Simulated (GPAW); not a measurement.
## How FeNi3 (Awaruite) absorbs and reflects light

Aim: the dielectric function of FeNi3 (Awaruite), and the optical constants that follow from it.

Main program and level: GPAW 26.7.0; DFT, PBE, plane-wave PAW (GPAW data sets), scalar-relativistic, RPA, optical limit.

### 1. The structure

Symmetry: Pm-3m, No. 221, cubic system. The conventional cell has a = 3.545 Å, b = 3.545 Å, c = 3.545 Å, α = 90.00°, β = 90.00°, γ = 90.00°. Nearest to Ni lie 8 Ni at 2.51 Å and 4 Fe at 2.51 Å. Nearest to Fe lie 12 Ni at 2.51 Å. Farther neighbours are not listed.

Coordinates:

```
Ni Fe
1.0
     3.54500    0.00000    0.00000
     0.00000    3.54500    0.00000
     0.00000    0.00000    3.54500
Ni Fe
3 1
Direct
  0.50000 0.50000 0.00000
  0.50000 0.00000 0.50000
  0.00000 0.50000 0.50000
  0.00000 0.00000 0.00000
```

### 2. Ground state

The self-consistent density comes first; it also tells whether there is a gap, which decides the occupations and the need for a Drude term.

This step: DFT, PBE, plane-wave PAW (GPAW data sets), scalar-relativistic, ground state (GPAW 26.7.0).

gs.py

```python
from ase import Atoms
from ase.dft.bandgap import bandgap
from gpaw import GPAW, PW, FermiDirac

atoms = Atoms(['Ni', 'Ni', 'Ni', 'Fe'],
              cell=[[3.545000000000, 0.000000000000, 0.000000000000],
                    [0.000000000000, 3.545000000000, 0.000000000000],
                    [0.000000000000, 0.000000000000, 3.545000000000]],
              scaled_positions=[[0.500000000000, 0.500000000000, 0.000000000000],
                                [0.500000000000, 0.000000000000, 0.500000000000],
                                [0.000000000000, 0.500000000000, 0.500000000000],
                                [0.000000000000, 0.000000000000, 0.000000000000]],
              pbc=[True, True, True])
atoms.set_initial_magnetic_moments([1.0, 1.0, 1.0, 3.0])
atoms.calc = GPAW(mode=PW(450), xc='PBE', kpts={'size': (6, 6, 6), 'gamma': True},
                  occupations=FermiDirac(0.05), maxiter=150, txt='gs.txt')
print('energy (eV)', atoms.get_potential_energy())
print('Fermi level (eV)', atoms.calc.get_fermi_level())
print('valence electrons', atoms.calc.get_number_of_electrons())
print('gap (eV)', bandgap(atoms.calc, output=None)[0])
print('direct gap (eV)', bandgap(atoms.calc, direct=True, output=None)[0])
print('moments', atoms.get_magnetic_moments().round(3).tolist())
atoms.calc.write('gs.gpw')
```

The run is started by

```sh
$ OMP_NUM_THREADS=1 python gs.py
```

Numbers of over 12 decimals in the logs are rounded to 6 here.

The log of the run:

```text
__  _  _
 | _ |_)|_||  |
 |__||  | ||/\| - 26.7.0

Versions:
  Python: 3.12.14
  ASE:    3.29.0
  Numpy:  2.5.5
  Scipy:  1.18.1
  Libxc:  7.0.0

Input parameters:
  mode=PW(ecut=450.000000),
  kpts=MonkhorstPack(size=(6, 6, 6), gamma=True),
  maxiter=150,
  occupations=Occupations(name='fermi-dirac', width=0.05, fixmagmom=False),
  xc=XC(name='PBE')

Diagonalizing LCAO Hamiltonian
Converting LCAO to pw mode
   .--------.
  /|        |
 * |        |
 |Ni        |
 | .--Ni----.
 |/    Ni  /
 Fe-------*

Atoms  # Å, Bohr magnetons
|   | symbol |        x |        y |        z |    initial magnetic moments |
| 0 |     Ni | 1.772500 | 1.772500 | 0.000000 | ( 0.0000,  0.0000,  1.0000) |
| 1 |     Ni | 1.772500 | 0.000000 | 1.772500 | ( 0.0000,  0.0000,  1.0000) |
| 2 |     Ni | 0.000000 | 1.772500 | 1.772500 | ( 0.0000,  0.0000,  1.0000) |
| 3 |     Fe | 0.000000 | 0.000000 | 0.000000 | ( 0.0000,  0.0000,  3.0000) |

Unit cell  # Å
| periodic |        x |        y |        z |  lengths |    angles |
|      yes | 3.545000 | 0.000000 | 0.000000 | 3.545000 | 90.000000 |
|      yes | 0.000000 | 3.545000 | 0.000000 | 3.545000 | 90.000000 |
|      yes | 0.000000 | 0.000000 | 3.545000 | 3.545000 | 90.000000 |

Number of symmetries: 48
Symmetry operations  # r_c * U_cc + t_c -> r_c
|    | kind |            matrix            |
|  0 |  E   |  1, 0, 0,  0, 1, 0,  0, 0, 1 |
|  1 |  σ   |  1, 0, 0,  0, 1, 0,  0, 0,-1 |
|  2 |  σ   |  1, 0, 0,  0, 0, 1,  0, 1, 0 |
|  3 |  C4  |  1, 0, 0,  0, 0, 1,  0,-1, 0 |
|  4 |  C4  |  1, 0, 0,  0, 0,-1,  0, 1, 0 |
|  5 |  σ   |  1, 0, 0,  0, 0,-1,  0,-1, 0 |
|  6 |  σ   |  1, 0, 0,  0,-1, 0,  0, 0, 1 |
|  7 |  C2  |  1, 0, 0,  0,-1, 0,  0, 0,-1 |
|  8 |  σ   |  0, 1, 0,  1, 0, 0,  0, 0, 1 |
|  9 |  C2  |  0, 1, 0,  1, 0, 0,  0, 0,-1 |
| 10 |  C3  |  0, 1, 0,  0, 0, 1,  1, 0, 0 |
| 11 |  S6  |  0, 1, 0,  0, 0, 1, -1, 0, 0 |
| 12 |  S6  |  0, 1, 0,  0, 0,-1,  1, 0, 0 |
| 13 |  C3  |  0, 1, 0,  0, 0,-1, -1, 0, 0 |
| 14 |  C4  |  0, 1, 0, -1, 0, 0,  0, 0, 1 |
| 15 |  S4  |  0, 1, 0, -1, 0, 0,  0, 0,-1 |
| 16 |  C3  |  0, 0, 1,  1, 0, 0,  0, 1, 0 |
| 17 |  S6  |  0, 0, 1,  1, 0, 0,  0,-1, 0 |
| 18 |  σ   |  0, 0, 1,  0, 1, 0,  1, 0, 0 |
| 19 |  C4  |  0, 0, 1,  0, 1, 0, -1, 0, 0 |
| 20 |  C2  |  0, 0, 1,  0,-1, 0,  1, 0, 0 |
| 21 |  S4  |  0, 0, 1,  0,-1, 0, -1, 0, 0 |
| 22 |  S6  |  0, 0, 1, -1, 0, 0,  0, 1, 0 |
| 23 |  C3  |  0, 0, 1, -1, 0, 0,  0,-1, 0 |
| 24 |  S6  |  0, 0,-1,  1, 0, 0,  0, 1, 0 |
| 25 |  C3  |  0, 0,-1,  1, 0, 0,  0,-1, 0 |
| 26 |  C4  |  0, 0,-1,  0, 1, 0,  1, 0, 0 |
| 27 |  σ   |  0, 0,-1,  0, 1, 0, -1, 0, 0 |
| 28 |  S4  |  0, 0,-1,  0,-1, 0,  1, 0, 0 |
| 29 |  C2  |  0, 0,-1,  0,-1, 0, -1, 0, 0 |
| 30 |  C3  |  0, 0,-1, -1, 0, 0,  0, 1, 0 |
| 31 |  S6  |  0, 0,-1, -1, 0, 0,  0,-1, 0 |
| 32 |  C4  |  0,-1, 0,  1, 0, 0,  0, 0, 1 |
| 33 |  S4  |  0,-1, 0,  1, 0, 0,  0, 0,-1 |
| 34 |  S6  |  0,-1, 0,  0, 0, 1,  1, 0, 0 |
| 35 |  C3  |  0,-1, 0,  0, 0, 1, -1, 0, 0 |
| 36 |  C3  |  0,-1, 0,  0, 0,-1,  1, 0, 0 |
| 37 |  S6  |  0,-1, 0,  0, 0,-1, -1, 0, 0 |
| 38 |  σ   |  0,-1, 0, -1, 0, 0,  0, 0, 1 |
| 39 |  C2  |  0,-1, 0, -1, 0, 0,  0, 0,-1 |
| 40 |  σ   | -1, 0, 0,  0, 1, 0,  0, 0, 1 |
| 41 |  C2  | -1, 0, 0,  0, 1, 0,  0, 0,-1 |
| 42 |  C2  | -1, 0, 0,  0, 0, 1,  0, 1, 0 |
| 43 |  S4  | -1, 0, 0,  0, 0, 1,  0,-1, 0 |
| 44 |  S4  | -1, 0, 0,  0, 0,-1,  0, 1, 0 |
| 45 |  C2  | -1, 0, 0,  0, 0,-1,  0,-1, 0 |
| 46 |  C2  | -1, 0, 0,  0,-1, 0,  0, 0, 1 |
| 47 |  i   | -1, 0, 0,  0,-1, 0,  0, 0,-1 |

BZ-sampling:
  Number of BZ points: 216
  Number of IBZ points: 20

  Monkhorst-Pack size: [6, 6, 6]
  Monkhorst-Pack shift: [0.083333, 0.083333, 0.083333]

K-points  # in reciprocal-cell coordinates
|     |                                coordinates |     weight |
|   0 | (  0.00000000,   0.00000000,   0.00000000) | 0.00462963 |
|   1 | (  0.16666667,   0.00000000,   0.00000000) | 0.02777778 |
|   2 | (  0.16666667,   0.16666667,   0.00000000) | 0.05555556 |
|   3 | (  0.16666667,   0.16666667,   0.16666667) | 0.03703704 |
|   4 | (  0.33333333,   0.00000000,   0.00000000) | 0.02777778 |
|   5 | (  0.33333333,   0.16666667,   0.00000000) | 0.11111111 |
|   6 | (  0.33333333,   0.16666667,   0.16666667) | 0.11111111 |
|   7 | (  0.33333333,   0.33333333,   0.00000000) | 0.05555556 |
|   8 | (  0.33333333,   0.33333333,   0.16666667) | 0.11111111 |
|   9 | (  0.33333333,   0.33333333,   0.33333333) | 0.03703704 |
| ... |                                            |            |
|  19 | (  0.50000000,   0.50000000,   0.50000000) | 0.00462963 |

Plane wave coefficients: 992
Cutoff: 450.000000 eV

Spin-components: 2 (collinear spins)
Bands:           42
Projectors:      24
Spin-degeneracy: 1
Datatype:        complex128

Parallelization:
  kpt:    1
  domain: 1
  band:   1

Density:
  Valence electrons: 56.0
  Components: 2
  Grid points: [18 18 18]
  Charge: 0.0  # |e|

Potential:
  Grid points: [18 18 18]

species:
  Ni:
    name:    Nickel
    id:
    Z:       28.0
    valence: 16
    core:    12
    charge:  0.0  # [|e|]
    compensation charges:
      type: gauss
      rc: 0.36  # [Å]
      lmax: 2
    cutoffs:
      filter: 2.14  # [Å]
      core: 1.98  # [Å]
    projectors
    | kind |    occ | energy [eV] | rcut [Å] |
    |   4s |  2.000 |      -5.642 |    1.164 |
    |   3p |  6.000 |     -71.394 |    1.207 |
    |   4p |  0.000 |      -1.226 |    1.207 |
    |   3d |  8.000 |      -8.875 |    1.138 |
    |    s |        |      21.570 |    1.164 |
    |    d |        |      18.337 |    1.138 |

    Using partial waves for Ni as LCAO basis

  Fe:
    name:    Iron
    id:
    Z:       26.0
    valence: 8
    core:    18
    charge:  0.0  # [|e|]
    compensation charges:
      type: gauss
      rc: 0.33  # [Å]
      lmax: 2
    cutoffs:
      filter: 2.06  # [Å]
      core: 2.67  # [Å]
    projectors
    | kind |    occ | energy [eV] | rcut [Å] |
    |   4s |  2.000 |      -5.291 |    1.164 |
    |   4p |  0.000 |      -1.326 |    1.058 |
    |   3d |  6.000 |      -7.505 |    1.058 |
    |    s |        |      21.920 |    1.164 |
    |    p |        |      25.885 |    1.058 |
    |    d |        |      19.706 |    1.058 |

    Using partial waves for Fe as LCAO basis

Reference energy: -158723.449942  # eV

eigensolver:
  PPCG
  Converge bands: occupied
  niter=2

density mixing:
  MSR1-Mixer
  Pratt-step length: 0.05
  Maximum mixing coefficient: 0.75
  Old densities: 10
  SVD Regularization: 0.005
  Good broyden scale: 1.0
  Trust region scale: 1.0
  Backstep threshold: 4.0
  History deletion threshold: 6.0
  Fourier metric: weight=20.0, sigma=0.015

occupation numbers:
  Fermi-Dirac:
    width: 0.0500  # eV

poisson solver:
  ecut: 3600.000000  # eV

xc functional:
  name: PBE with 2 nearest neighbor stencil

convergence criteria:
- Maximum [total energy] change in last 3 cyles: 0.0005 eV / valence electron
- Maximum integral of absolute [dens]ity change: 0.0001 electrons / valence electron
- Maximum integral of absolute [eigenst]ate change: 4e-08 eV^2 / valence electron
maximum number of iterations: 150

SCF iterations
|iter     |      energy | eigst |  dens |  magmom |
|iter:   1||  -31.218393 | +0.44 |       |  +6.0071|
|iter:   2||  -30.783027 | -1.59 | -1.11 |  +5.9497|
|iter:   3||  -30.822725 | -2.83 | -1.41 |  +5.8738|
|iter:   4||  -30.997505 | -3.05 | -1.53 |  +5.6211|
|iter:   5||  -31.181474 | -2.33 | -1.56 |  +5.1373|
|iter:   6||  -31.178233 | -2.73 | -2.03 |  +4.7188|
|iter:   7||  -31.194836c| -3.19 | -2.12 |  +4.9332|
|iter:   8||  -31.195636c| -4.49 | -2.67 |  +4.9139|
|iter:   9||  -31.195849c| -4.80 | -2.96 |  +4.9050|
|iter:  10||  -31.195843c| -5.98 | -3.44 |  +4.9136|
|iter:  11||  -31.195839c| -7.12 | -3.97 |  +4.9155|
|iter:  12||  -31.195836c| -7.83c| -4.24c|  +4.9171|

Converged in 12 steps
SCF loop duration: 33.287 s (2.774 s/step)
Energy contributions relative to reference atoms: (reference = -158723.449942)

Energy contributions:
  Kinetic:          26.559442
  Coulomb:         -19.952964
  Zero:              0.463026
  External:          0.000000
  Xc:              -38.254297
  Entropy:          -0.022089
  Spinorbit:         0.000000
  ----------------------------
  Free energy:     -31.206881
  Extrapolated:    -31.195836

dipole moment: (-15.962753, -15.962753, -15.962753)  # |e|*Ang

Total magnetic moment: (0.000000, 0.000000, 4.917093)

Local magnetic moments
|        x |        y |        z |
| 0.000000 | 0.000000 | 0.714354 |  # Ni   0
| 0.000000 | 0.000000 | 0.714354 |  # Ni   1
| 0.000000 | 0.000000 | 0.714354 |  # Ni   2
| 0.000000 | 0.000000 | 2.893221 |  # Fe   3

Fermi level: 9.081
Eigenvalues  # (at kpt = [0.000, 0.000, 0.000])
| band index |      eig [eV] | occ [0-1] |      eig [eV] | occ [0-1] |
|          0 |       -55.202 |     1.000 |       -54.294 |     1.000 |
|        ... |               |           |               |           |
|         18 |         6.315 |     1.000 |         7.459 |     1.000 |
|         19 |         7.368 |     1.000 |         8.502 |     1.000 |
|         20 |         7.368 |     1.000 |         8.502 |     1.000 |
|         21 |         8.213 |     1.000 |         9.104 |     0.383 |
|         22 |         8.213 |     1.000 |         9.413 |     0.001 |
|         23 |         8.236 |     1.000 |         9.413 |     0.001 |
|         24 |         8.363 |     1.000 |         9.413 |     0.001 |
|         25 |         8.363 |     1.000 |        10.124 |     0.000 |
|         26 |         8.363 |     1.000 |        10.124 |     0.000 |
|         27 |         8.414 |     1.000 |        10.397 |     0.000 |
|         28 |         8.414 |     1.000 |        10.397 |     0.000 |
|         29 |         8.414 |     1.000 |        10.397 |     0.000 |
|         30 |        11.151 |     0.000 |        11.167 |     0.000 |
|         31 |        11.151 |     0.000 |        11.167 |     0.000 |
|         32 |        11.151 |     0.000 |        11.167 |     0.000 |
|        ... |               |           |               |           |
|         41 |        23.554 |     0.000 |        23.926 |     0.000 |

No gap
No difference between direct/indirect transitions

--- standard output ---
energy (eV) -31.195836
Fermi level (eV) 9.080510
valence electrons 56.0
gap (eV) 0.0
direct gap (eV) 0.0
moments [0.714, 0.714, 0.714, 2.893]
```

The job ended after 37 s (1 thread of Arm Neoverse V2, shared host; peak memory 0.17 GiB).

Numbers from this step:

- energy: -31.20 eV
- Fermi energy: 9.081 eV
- electrons: 56
- site moments: 0.714, 0.714, 0.714, 2.893 μB

There are states at the Fermi level within the smearing, so the occupations stay smeared and the carriers get a Drude term.

### 3. Bands for the response

The response needs many more empty bands than the density does.

This step: DFT, PBE, plane-wave PAW (GPAW data sets), scalar-relativistic, bands at fixed density (GPAW 26.7.0).

nscf.py

```python
from ase.dft.bandgap import bandgap
from gpaw import GPAW, FermiDirac

calc = GPAW('gs.gpw').fixed_density(kpts={'size': (10, 10, 10), 'gamma': True}, nbands=58, convergence={'bands': 52},
                                    occupations=FermiDirac(0.05), txt='nscf.txt')
print('gap (eV)', bandgap(calc, output=None)[0])
print('direct gap (eV)', bandgap(calc, direct=True, output=None)[0])
print('top band over the Fermi level (eV)', min(calc.get_eigenvalues(kpt=k)[51] for k in range(len(calc.get_ibz_k_points()))) - calc.get_fermi_level())
calc.write('full.gpw', mode='all')
```

The run is started by

```sh
$ OMP_NUM_THREADS=1 python nscf.py
```

The log of the run:

```text
Diagonalizing LCAO Hamiltonian
Converting LCAO to pw mode
convergence criteria:
- Maximum integral of absolute [eigenst]ate change: 4e-08 eV^2 / valence electron
maximum number of iterations: 150

SCF iterations
|iter     |      energy | eigst |  dens |  magmom |
|iter:   1||             | +2.38 |       |  +4.9171|
|iter:   2||             | +1.27 |       |  +4.9171|
|iter:   3||             | +0.78 |       |  +4.9171|
|iter:   4||             | +0.50 |       |  +4.9171|
|iter:   5||             | +0.09 |       |  +4.9171|
|iter:   6||             | -0.28 |       |  +4.9171|
|iter:   7||             | -0.79 |       |  +4.9171|
|iter:   8||             | -1.56 |       |  +4.9171|
|iter:   9||             | -2.33 |       |  +4.9171|
|iter:  10||             | -2.90 |       |  +4.9171|
[... 27 further cycles ...]
|iter:  38||             | -4.84 |       |  +4.9171|
|iter:  39||             | -5.03 |       |  +4.9171|
|iter:  40||             | -5.31 |       |  +4.9171|
|iter:  41||             | -5.58 |       |  +4.9171|
|iter:  42||             | -5.90 |       |  +4.9171|
|iter:  43||             | -6.24 |       |  +4.9171|
|iter:  44||             | -6.62 |       |  +4.9171|
|iter:  45||             | -6.96 |       |  +4.9171|
|iter:  46||             | -7.29 |       |  +4.9171|
|iter:  47||             | -7.58c|       |  +4.9171|
SCF steps: 47
  __  _  _
 | _ |_)|_||  |
 |__||  | ||/\| - 26.7.0

Versions:
  Python: 3.12.14
  ASE:    3.29.0
  Numpy:  2.5.5
  Scipy:  1.18.1
  Libxc:  7.0.0

Input parameters:
  mode=PW(ecut=450.000000),
  convergence={'bands': 52},
  gpts=array([18, 18, 18]),
  kpts=MonkhorstPack(size=(10, 10, 10), gamma=True),
  maxiter=150,
  nbands=58,
  occupations=Occupations(name='fermi-dirac', width=0.05, fixmagmom=False),
  parallel={},
  xc=XC(name='PBE')

--- standard output ---
gap (eV) 0.0
direct gap (eV) 0.0
top band over the Fermi level (eV) 24.939391
```

Run time: 4.8 min. Hardware: 1 thread; peak memory 0.27 GiB.

(Part 1 of 2 ends here.)

[Machine, clock and banner lines and Python warnings are left out of the logs.]

[Logs are printed without paths, hosts, clocks, repeated set-up lines and the standing remarks that a program may print on its own settings, such as how far it seeks lower states.]

[Hosts, paths, dates, database ids (printed as entryN), source tags and the programs' standing remarks are cut or masked in the printed files.]
